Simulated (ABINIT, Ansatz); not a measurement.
Computed results, one entry a study.

## KCl (Sylvite): G0W0 with ABINIT, start to end

It takes space group Fm-3m (No. 225, cubic). Conventional cell: a = 6.293 Å, b = 6.293 Å, c = 6.293 Å, α = 90.00°, β = 90.00°, γ = 90.00°. K has 6 Cl at 3.15 Å nearest. Nearest to Cl lie 6 K at 3.15 Å. Farther neighbours, and contacts between anions beyond the nearest, are not listed.

```
method               : RPA screening on PBE, plane waves, norm-conserving pseudopotentials (and 2 further levels or steps)
program              : ABINIT 10.8.3
settings             : cutoff 33 Ha, PseudoDojo scalar-relativistic 0.4.1 standard, norm-conserving, ngkpt (4, 4, 4), nband 193, ecuteps 8 Ha, inclvkb 2, shiftk (0, 0, 0), symchi 1, awtr 1, frequency ppm, 4×4×4 k-mesh
cost                 : 5 runs, 5.4 min in all on 4 MPI ranks of Intel Xeon Platinum 8259CL at 2.50GHz (Skylake/Cascade Lake), shared host
notes                : The cell and positions come from the Crystallography Open Database and are kept as given unless a step says otherwise.
PBE gap              : 5.19 eV, direct
G0W0 gap on the mesh : 8.11 eV
GW settings          : 4×4×4 mesh, 193 bands, screening to 217.7 eV, Godby-Needs plasmon pole
known limits         : short of the basis limit
```

G0W0 moves the gap on the mesh from 5.19 eV to 8.11 eV (+2.92 eV), with Z of 0.81 and 0.87 at the edges. Local fields lower the RPA ε∞ on this mesh from 2.59 to 2.18.

[Long decimals in the printed logs are rounded to 6 places.]

[Logs are printed without paths, hosts, clocks, repeated set-up lines and the standing remarks that a program may print on its own settings, such as how far it seeks lower states.]

[Paths, hosts, dates, memory and timing lines, banners, echoed tables and standing remarks are left out of the program output; an Ansatz launch command may be rebuilt from the run's recorded settings. Measured values are a selection of at most five: reports struck by readers or far from the other reports are left out. None is set beside runs whose start may be inverted or whose files or cutoffs have a known fault.]

[Runs of the session that timed out or met a known fault of the program may be left out.]

[Hosts, paths, dates, database ids (printed as entryN), source tags and the programs' standing remarks are cut or masked in the printed files.]

[G0W0 gaps are taken among the corrected bands and points alone; a level outside them can change the order at an edge.]

[Where Ansatz stands beside ABINIT at settings called matched, ABINIT's density can come from a denser mesh and the files from another edition; pairs whose starting gaps differed by over 0.03 eV were left out, so agreement reads better than it is.]
